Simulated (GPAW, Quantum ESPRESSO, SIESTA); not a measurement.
**How stiff is zincblende SiC? Volume scan at PBE**

What equilibrium volume and bulk modulus does PBE give for zincblende SiC, and do programs with other bases and potentials agree?

Values are calculated unless marked as measured.

The experiments to compare with:

“Thermal Expansion of 3C-SiC Obtained from In-Situ X-ray Diffraction at High Temperature and First-Principal Calculations” (2022, pmc:9505936) quotes from earlier work for SiC, zinc blende (3C, beta) (bulk crystal): bulk modulus (bulk modulus B) 225 GPa [quoted from earlier work; slightly different from the 221 GPa implied by the listed …].

“On melting of silicon carbide under pressure” (2012, arxiv:1210.3244) quotes from earlier work for SiC, 3C polytype (zincblende) (single crystals from silicon oxide and carbon black reaction at 2800 K, annealed in air): lattice constant a (a of cubic 3C-SiC starting crystals) 4.357 Å [Starting-material characterisation; no method, uncertainty or temperature given].

## 1. Set-up

The cell holds 2 atoms (1 Si and 1 C). It starts from typed lattice constants, and its volume is changed by -8 to +8 %. Symmetry fixes shape and atoms, so all levels solve the scaled cells as they are.

## 2. One input

Quantum ESPRESSO 7.5: Kohn-Sham DFT, PBE, GBRV 1.5 ultrasoft pseudopotentials, plane waves. Its pw.in for the cell at +0 %:

```
&control
  calculation = 'scf'
  pseudo_dir = './pseudo'
  outdir = './tmp'
  disk_io = 'none'
  tprnfor = .true.
  tstress = .true.
/
&system
  ibrav = 0
  nat = 2
  ntyp = 2
  ecutwfc = 50
  ecutrho = 300
  occupations = 'smearing'
  smearing = 'fd'
  degauss = 0.000735
/
&electrons
  conv_thr = 1.0e-08
  electron_maxstep = 100
  mixing_beta = 0.7
  mixing_mode = 'plain'
  diagonalization = 'david'
/
ATOMIC_SPECIES
Si 28.085 Si.upf
C 12.011 C.upf
CELL_PARAMETERS angstrom
0.00000 2.19000 2.19000
2.19000 0.00000 2.19000
2.19000 2.19000 0.00000
ATOMIC_POSITIONS crystal
Si 0.00000 0.00000 0.00000
C 0.25000 0.25000 0.25000
K_POINTS automatic
9 9 9 0 0 0
```

It took 3.1 s on 2 MPI ranks of INTEL XEON PLATINUM 8581C at 2.10GHz (Emerald Rapids), shared host; peak memory 0.16 GiB.

## 3. The levels

```
                level                      basis or training data  k-meshes  runs finished  CPU time  peak memory (GiB)
  QE, PBE (reference)  plane waves, GBRV 1.5 ultrasoft, 50/300 Ry     9×9×9         9 of 9      50 s               0.16
GPAW plane waves, PBE                    plane waves, PAW, 900 eV     9×9×9         9 of 9   2.2 min               0.38
      SIESTA DZP, PBE    DZP orbitals, shift 0.01 Ry, mesh 400 Ry     9×9×9         9 of 9   2.5 min               0.38
```

CPU times are sums over a level's finished runs on a shared host, and rough.

## 4. Energy and pressure

Energy over each level's lowest row (meV an atom), then pressure (GPa):

```tsv
volume change (%)	volume (Å³/atom)	E, QE, PBE	E, GPAW plane waves, PBE	E, SIESTA DZP, PBE	P, QE, PBE	P, GPAW plane waves, PBE	P, SIESTA DZP, PBE
-8	9.663	49.96	59.43	58.95	20.56	22.46	22.59
-6	9.873	26.96	33.77	33.44	14.58	16.32	16.46
-4	10.083	11.41	15.75	15.66	9.16	10.76	10.78
-2	10.293	2.64	4.73	4.85	4.25	5.72	5.90
+0	10.503	0.00	0.00	0.00	-0.20	1.15	1.50
+2	10.713	2.92	0.97	0.78	-4.24	-2.99	-2.58
+4	10.924	10.88	7.13	6.57	-7.89	-6.74	-6.17
+6	11.134	23.38	17.98	16.78	-11.20	-10.13	-9.36
+8	11.344	40.03	33.08	31.05	-14.19	-13.21	-12.33
```

## 5. Fits

Third-order Birch–Murnaghan fits: the energy is a cubic in V^(−2/3), fitted to the energies of the rows that share one k-mesh, or through its derivative to the printed pressures. A tick marks the fit quoted below: that to energies where it misses by under 0.12 meV an atom, else that to pressures.

```
                level           fitted to  V0 (Å³/atom)  a (Å)  B0 (GPa)    B′    r.m.s. miss
              QE, PBE  energies, 9 rows ✓        10.495  4.379     212.3  3.92  0.00 meV/atom
              QE, PBE   pressures, 9 rows        10.493  4.379     212.3  3.92       0.01 GPa
GPAW plane waves, PBE  energies, 9 rows ✓        10.570  4.389     212.2  3.94  0.01 meV/atom
GPAW plane waves, PBE   pressures, 9 rows        10.560  4.388     212.5  3.95       0.01 GPa
      SIESTA DZP, PBE  energies, 9 rows ✓        10.576  4.390     204.7  4.41  0.03 meV/atom
      SIESTA DZP, PBE   pressures, 9 rows        10.576  4.390     204.9  4.41       0.04 GPa
```

Band gap on the mesh (highest filled to lowest empty Kohn-Sham level), in eV:

```tsv
volume change (%)	QE, PBE	GPAW plane waves, PBE	SIESTA DZP, PBE
-8	1.461	1.439	1.427
-6	1.478	1.458	1.438
-4	1.495	1.475	1.448
-2	1.511	1.491	1.457
+0	1.525	1.506	1.466
+2	1.539	1.521	1.474
+4	1.552	1.534	1.483
+6	1.564	1.547	1.492
+8	1.576	1.559	1.501
```

## 6. What came out

From its energies, the reference gives V0 = 10.495 Å³ an atom (a = 4.379 Å), B0 = 212 GPa and B′ = 3.9. GPAW plane waves, PBE (energies) lies +0.72 % from it in volume and -0.0 % in bulk modulus. SIESTA DZP, PBE (energies) lies +0.78 % from it in volume and -3.6 % in bulk modulus. Where both fits stand, they agree on V0 within 0.3 %. The reference's gap on the mesh rises from 1.46 eV at -8 % to 1.58 eV at +8 %. On the same cells the other programs' gaps lie -0.07 to -0.02 eV from it.

Computed beside measured:

| quantity | measured | QE, PBE | GPAW plane waves, PBE | SIESTA DZP, PBE |
| --- | --- | --- | --- | --- |
| bulk modulus (GPa) | 225 | 212 (-5.7 %) | 212 (-5.7 %) | 205 (-9.0 %) |
| lattice constant a (Å) | 4.357 | 4.379 (+0.5 %) | 4.389 (+0.7 %) | 4.390 (+0.8 %) |

Measured values from pmc:9505936 (2022) and arxiv:1210.3244 (2012).

**Against experiment.** The reference's bulk modulus lies -5.7 % from the measured 225 GPa, the other levels' -9.0 to -5.7 %. The reference's lattice constant a lies +0.5 % from the measured 4.357 Å, the other levels' +0.7 to +0.8 %. The grades are ours: good and fair within 5 and 12 % for the bulk modulus and 0.7 and 1.5 % for the lattice constant a. For bulk modulus and lattice constants the calculation has a static lattice, without zero-point motion or thermal motion. As a rule both would widen the computed cell, so the excess over experiment is if anything larger than shown.

**Limits.** The nuclei are static, without zero-point or thermal motion. SIESTA's automatically made basis is far from complete, and its potentials were converted by us (checked for H, C, O, Si, Ge and Ca alone). The DFT runs use Fermi–Dirac occupations of width 0.01 eV, and energies are free energies. The mesh holds the band edges only if they lie on it, and semilocal functionals put gaps under measured ones.

[Logs are printed without paths, hosts, clocks, repeated set-up lines and the standing remarks that a program may print on its own settings, such as how far it seeks lower states.]

[Hosts, paths, dates, database ids (printed as entryN), source tags and the programs' standing remarks are cut or masked in the printed files.]
